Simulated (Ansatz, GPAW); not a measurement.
## Dielectric function and optical constants of TlZnCl3 (model structure)

Wanted: where TlZnCl3 (model structure) starts to absorb, how strongly, and its refractive index. The structure is a model built here, which may or may not match a known phase. It was built so: All Mn replaced by Zn in the Pm-3m structure of MnTlCl3. The cell is first relaxed with Ansatz.

Main program and level: GPAW 26.7.0; DFT, RPBE, plane-wave PAW (GPAW data sets), scalar-relativistic, RPA, optical limit.

This is a report of a sequence of runs, with most program output left out.

### Step 1. Starting point

It takes space group Pm-3m (No. 221, cubic). The conventional cell has a = 4.938 Å, b = 4.938 Å, c = 4.938 Å, α = 90.00°, β = 90.00°, γ = 90.00°. Tl has 12 Cl at 3.49 Å nearest. Nearest to Zn lie 6 Cl at 2.47 Å. Nearest to Cl lie 2 Zn at 2.47 Å. All Mn replaced by Zn in the Pm-3m structure of MnTlCl3. Farther neighbours and most contacts between anions are not listed.

### Step 2. Relaxation

The structure was built or cut out here, so it is relaxed before any spectrum is computed.

This step: DFT, RPBE, plane-wave PAW, default files, scalar-relativistic, relaxation (Ansatz 0.2.0).

input.yaml

```yaml
crystal:
  lattice:
    - [4.93781558, 0.0, 0.0]
    - [0.0, 4.93781558, 0.0]
    - [0.0, 0.0, 4.93781558]
  atoms:
    - { symbol: Tl, position: [0.0, 0.0, 0.0] }
    - { symbol: Zn, position: [0.5, 0.5, 0.5] }
    - { symbol: Cl, position: [0.5, 0.0, 0.5] }
    - { symbol: Cl, position: [0.5, 0.5, 0.0] }
    - { symbol: Cl, position: [0.0, 0.5, 0.5] }
kpoints:
  mp_grid: { grid: [5, 5, 5] }
scf:
  occupations: { method: fermi_dirac, width: 0.05 }
hamiltonian:
  xc: rpbe
output:
  forces: true
  stress: true
relax:
  f_tol: 0.02
  max_steps: 50
  cell: {}
```

Run with:

```
$ ansatz run input.yaml --threads 1 --pin off --max-ram 4096MiB --backend cpu --events-out ev --progress --plain --runs-dir out
```

It took 9.6 s on 1 thread of Arm Neoverse V2, shared host; peak memory 0.38 GiB.

Relaxation path:

```csv
step,energy less that of the first step (eV),largest force component (eV/Å),pressure (GPa),volume (Å³)
1,0.0000,0.0000,3.38,120.39
2,-0.0929,0.0000,1.25,127.09
3,-0.1107,0.0000,0.18,131.40
4,-0.1110,0.0000,0.01,132.16
5*,-0.1139,0.0000,0.01,132.16
```

Relaxation steps marked * repeat the geometry before them on a plane-wave basis chosen anew for their cell, so energy and pressure can jump there.

Forces are held to the 48 operations that the run works with; a distortion that breaks them can't arise in this run.

```csv
"conventional cell, symmetrised",before,after,change
a (Å),4.938,5.094,+3.2 %
b (Å),4.938,5.094,+3.2 %
c (Å),4.938,5.094,+3.2 %
volume (Å³/atom),24.08,26.43,+9.8 %
```

The relaxed structure:

```xyz
5
Lattice="5.0937 0.0000 0.0000 0.0000 5.0937 0.0000 0.0000 0.0000 5.0937" Properties=species:S:1:pos:R:3 pbc="T T T"
Tl    0.0000    0.0000    0.0000
Zn    2.5468    2.5468    2.5468
Cl    2.5468    0.0000    2.5468
Cl    2.5468    2.5468    0.0000
Cl    0.0000    2.5468    2.5468
```

The relaxation ends with a pressure of 0.01 GPa.

### Step 3. Ground state

First the ground state: is it a metal or has it a gap?

This step: DFT, RPBE, plane-wave PAW (GPAW data sets), scalar-relativistic, ground state (GPAW 26.7.0).

gs.py

```python
from ase import Atoms
from ase.dft.bandgap import bandgap
from gpaw import GPAW, PW, FermiDirac

atoms = Atoms(['Tl', 'Zn', 'Cl', 'Cl', 'Cl'],
              cell=[[5.09369074, 0.00000000, 0.00000000],
                    [0.00000000, 5.09369074, 0.00000000],
                    [0.00000000, 0.00000000, 5.09369074]],
              scaled_positions=[[1.00000000, 0.00000000, 1.00000000],
                                [0.50000000, 0.50000000, 0.50000000],
                                [0.50000000, 1.00000000, 0.50000000],
                                [0.50000000, 0.50000000, 0.00000000],
                                [0.00000000, 0.50000000, 0.50000000]],
              pbc=[True, True, True])
atoms.calc = GPAW(mode=PW(500), xc='RPBE', kpts={'size': (5, 5, 5), 'gamma': True},
                  occupations=FermiDirac(0.05), maxiter=150, txt='gs.txt')
print('energy (eV)', atoms.get_potential_energy())
print('Fermi level (eV)', atoms.calc.get_fermi_level())
print('valence electrons', atoms.calc.get_number_of_electrons())
print('gap (eV)', bandgap(atoms.calc, output=None)[0])
print('direct gap (eV)', bandgap(atoms.calc, direct=True, output=None)[0])
atoms.calc.write('gs.gpw')
```

Run with:

```
$ OMP_NUM_THREADS=1 python gs.py
```

Run time: 19 s. Hardware: 1 thread; peak memory 0.18 GiB.

Numbers from this step:

- energy: -12.83 eV
- Fermi energy: 2.138 eV
- gap on the k-mesh: 1.475 eV
- direct gap on the mesh: 1.954 eV
- electrons: 46

There is a gap, 1.47 eV on this mesh (points off the mesh can give less), so no carriers' term is needed.

### Step 4. Bands for the response

The response needs many more empty bands than the density does.

This step: DFT, RPBE, plane-wave PAW (GPAW data sets), scalar-relativistic, bands at fixed density (GPAW 26.7.0).

nscf.py

```python
from ase.dft.bandgap import bandgap
from gpaw import GPAW, FermiDirac

calc = GPAW('gs.gpw').fixed_density(kpts={'size': (6, 6, 6), 'gamma': True}, nbands=72, convergence={'bands': 66},
                                    occupations=FermiDirac(0.001), txt='nscf.txt')
print('gap (eV)', bandgap(calc, output=None)[0])
print('direct gap (eV)', bandgap(calc, direct=True, output=None)[0])
print('top band over the Fermi level (eV)', min(calc.get_eigenvalues(kpt=k)[65] for k in range(len(calc.get_ibz_k_points()))) - calc.get_fermi_level())
calc.write('full.gpw', mode='all')
```

Run with:

```
$ OMP_NUM_THREADS=1 python nscf.py
```

Run time: 5.4 min. Hardware: 1 thread; peak memory 0.28 GiB.

Numbers from this step:

- gap on the k-mesh: 1.400 eV

### Step 5. Dielectric function, RPA

Transitions between filled and empty bands, summed over the zone, give the optical response, so mesh, band count and broadening shape it.

The induced potential is part of this response.

This step: DFT, RPBE, plane-wave PAW (GPAW data sets), scalar-relativistic, RPA, optical limit (GPAW 26.7.0).

df.py

```python
from gpaw.response.df import DielectricFunction

df = DielectricFunction('full.gpw', frequencies={'type': 'nonlinear', 'domega0': 0.03, 'omega2': 8},
                        ecut=50,
                        eta=0.05,
                        nbands=66,
                        txt='df.txt')
for direction in ['x']:
    df.get_dielectric_function(xc='RPA', direction=direction, filename=f'df_{direction}.csv')
```

Run with:

```
$ OMP_NUM_THREADS=1 python df.py
```

Wall time 18 s (1 thread); peak memory 0.48 GiB.

This step gave:

* electronic dielectric constant ε∞, mean over x, y and z (by symmetry where fewer were run): 3.856
* centre of weight of the strongest loss peak in the window: 17.49 eV

Some rows of df_x.csv (energy; Re and Im without local fields; Re and Im with them):

```text
0.000000, 4.423772, 0.000000, 3.856410, 0.000000
0.555532, 4.460051, 0.006719, 3.888697, 0.005995
1.143969, 4.594673, 0.017414, 4.009957, 0.015848
1.768324, 5.050879, 0.103687, 4.440547, 0.101160
2.431988, 5.620622, 0.276650, 4.954975, 0.267442
3.138794, 4.811330, 1.349415, 4.061951, 1.391092
3.893091, 6.441814, 0.996514, 5.446573, 0.889960
4.699832, 7.717823, 2.009951, 6.154907, 1.593359
5.564682, 4.623415, 7.156657, 3.771746, 5.463360
6.494155, 0.317164, 6.738633, 1.304114, 5.523423
7.495775, -0.425954, 2.757855, -0.620709, 2.822771
8.578281, 2.338492, 3.069593, 1.584084, 2.113357
9.751884, 1.609669, 4.086566, 2.544022, 2.324497
11.028587, 1.174192, 3.224020, 0.873467, 1.805829
12.422601, 0.174602, 2.180110, 0.376004, 1.376705
13.950874, 0.651308, 2.385446, 0.952777, 1.103627
15.633783, -0.834806, 1.352798, 0.021240, 1.933025
17.496047, -0.031382, 0.563072, 0.316826, 0.586732
19.567954, 0.055172, 0.420760, 0.556105, 0.531362
```

The Im ε, E ∥ x has structure finer than the step of the table below, so its rows give means over 1 eV, whole bins alone (the curve runs from 0 to 19.9 eV). Peaks (eV: height): 4.1: 2.66, 4.8: 3.49, 5.4: 7.99, 6.2: 6.60, 7.4: 3.35, 8.6: 2.25, 10.2: 5.52.

Sum at mesh points, not converged in k; values under the direct gap are tails of Lorentzian lines. Im ε, E ∥ x against photon energy; means over each step:

```csv
photon energy (eV),"Im ε, E ∥ x"
1,0.0143
2,0.241
3,1.04
4,1.07
5,3.53
6,5.47
7,3.63
8,1.48
9,1.42
10,2.81
11,1.81
12,1.63
13,1.12
14,1.19
15,1.58
16,1.43
17,0.600
18,0.541
19,0.488
```

The reflectivity at normal incidence, E ∥ x has structure finer than the step of the table below, so its rows give means over 0.5 eV, whole bins alone (the curve runs from 0 to 19.9 eV). Peaks (eV: height): 4.11: 19.3, 5.42: 32.3, 6.87: 37.8, 7.50: 29.2, 10.31: 33.2, 11.25: 20.9, 16.23: 30.9.

Sum at mesh points, not converged in k. The reflectivity at normal incidence, E ∥ x by photon energy; means over each step:

```csv
photon energy (eV),"reflectivity at normal incidence, E ∥ x (%)"
0.5,10.7
1.0,11.0
1.5,11.8
2.0,12.3
2.5,13.9
3.0,14.0
3.5,12.0
4.0,16.4
4.5,16.7
5.0,21.3
5.5,27.6
6.0,25.5
6.5,29.6
7.0,34.1
7.5,21.5
8.0,11.6
8.5,8.59
9.0,7.17
9.5,7.04
10.0,15.2
10.5,26.2
11.0,15.1
11.5,13.9
12.0,13.8
12.5,12.9
13.0,9.01
13.5,7.17
14.0,7.31
14.5,7.06
15.0,8.58
15.5,16.5
16.0,26.4
16.5,24.0
17.0,13.6
17.5,9.11
18.0,7.84
18.5,5.87
19.0,4.91
19.5,3.80
```

The loss function −Im 1/ε at q → 0, E ∥ x has structure finer than the step of the table below, so its rows give means over 0.5 eV, whole bins alone (the curve runs from 0 to 19.9 eV). Peaks (eV: height): 7.27: 0.722, 7.79: 0.909, 8.15: 0.820, 11.33: 0.725, 12.92: 0.878, 16.96: 1.73, 18.74: 1.23.

Sum at mesh points, not converged in k; values under the direct gap are tails of Lorentzian lines. Loss function −Im 1/ε at q → 0, E ∥ x against energy loss; means over each step:

```csv
energy loss (eV),"loss function −Im 1/ε at q → 0, E ∥ x"
0.5,3.6e-4
1.0,8.2e-4
1.5,0.00210
2.0,0.0183
2.5,0.0290
3.0,0.0627
3.5,0.0283
4.0,0.0492
4.5,0.0443
5.0,0.0611
5.5,0.114
6.0,0.140
6.5,0.180
7.0,0.305
7.5,0.465
8.0,0.637
8.5,0.377
9.0,0.453
9.5,0.221
10.0,0.198
10.5,0.379
11.0,0.504
11.5,0.559
12.0,0.569
12.5,0.735
13.0,0.768
13.5,0.608
14.0,0.582
14.5,0.564
15.0,0.474
15.5,0.461
16.0,0.638
16.5,1.35
17.0,1.58
17.5,1.35
18.0,1.32
18.5,1.13
19.0,1.05
19.5,0.880
```

The Im ε, E ∥ x has structure finer than the step of the table below, so its rows give means over 0.5 eV, whole bins alone (the curve runs from 0 to 19.9 eV). Peaks (eV: height): without local fields 4.84: 4.07, 5.37: 10.4, 6.07: 9.28, 7.44: 3.77, 9.75: 4.09, 11.10: 3.49, 11.56: 3.39; with local fields 4.11: 2.66, 4.84: 3.49, 5.42: 7.99, 6.18: 6.60, 7.44: 3.35, 8.64: 2.25, 10.24: 5.52.

Sum at mesh points, not converged in k; values under the direct gap are tails of Lorentzian lines. Im ε, E ∥ x against photon energy; means over each step:

```csv
photon energy (eV),without local fields,with local fields
0.5,0.00606,0.00541
1.0,0.0144,0.0130
1.5,0.0398,0.0376
2.0,0.339,0.338
2.5,0.645,0.642
3.0,1.29,1.30
3.5,0.443,0.433
4.0,1.51,1.42
4.5,1.59,1.36
5.0,3.59,2.93
5.5,7.67,6.05
6.0,7.59,5.43
6.5,6.12,5.42
7.0,3.32,3.39
7.5,2.46,2.19
8.0,2.00,1.36
8.5,2.50,1.58
9.0,2.85,1.33
9.5,2.77,1.34
10.0,3.40,2.91
10.5,2.32,2.93
11.0,2.72,1.87
11.5,2.45,1.66
12.0,2.41,1.65
12.5,1.97,1.29
13.0,1.82,1.07
13.5,2.00,1.16
14.0,2.18,1.20
14.5,2.33,1.21
15.0,2.18,1.50
15.5,1.46,2.04
16.0,1.07,1.47
16.5,0.623,0.703
17.0,0.518,0.588
17.5,0.570,0.591
18.0,0.520,0.540
18.5,0.577,0.512
19.0,0.551,0.468
19.5,0.466,0.485
```

Optical constants at common wavelengths, from n + ik = √ε:

```csv
wavelength (nm),n,k,R (%),1/α
1550,1.98,0.002,10.8,53 µm
1064,2.00,0.004,11.2,21 µm
800,2.05,0.009,11.8,7.2 µm
450,2.12,0.130,13.0,276 nm
405,2.16,0.377,14.7,85 nm
365,1.95,0.076,10.4,384 nm
193,1.79,1.456,27.7,11 nm
```

Below the direct gap, k and the depth come from the tails of the Lorentzian lines, not from transitions.

### Step 6. Summary of results

| Property | Result |
| --- | --- |
| electronic dielectric constant ε∞, mean over x, y and z (by symmetry where fewer were run) (RPA) | 3.86 |
| centre of weight of the strongest loss peak in the window, first axis | 17.5 eV |

What this shows: At this level (RPBE, RPA) TlZnCl3 has ε∞ = 3.86 and n = 1.98 at 1550 nm. The cell grew by 9.8 % in volume. On the mesh the gap is 1.40 eV and the least direct gap 1.95 eV, so on this mesh the band edges lie at different points. Local fields change the static value along x from 4.42 to 3.86 (-13 %). Excitons and phonon-assisted transitions are missing; RPBE gaps are as a rule too small, which pulls the onset down and ε∞ up, while the missing spin-orbit coupling works the other way with such heavy atoms. Spin-orbit coupling is left out although heavy atoms are present. In this version of GPAW the matrix elements of the optical limit are incomplete, which can lower ε − 1 by up to a tenth where first-row anions or d states rule, and shift it by more in d metals. The sum runs over mesh points 0.21 Å⁻¹ apart with no interpolation, so peaks are partly noise of the mesh and static values carry its error.

[Machine, clock and banner lines and Python warnings are left out of the logs.]

[Logs are printed without paths, hosts, clocks, repeated set-up lines and the standing remarks that a program may print on its own settings, such as how far it seeks lower states.]

[Hosts, paths, dates, database ids (printed as entryN), source tags and the programs' standing remarks are cut or masked in the printed files.]
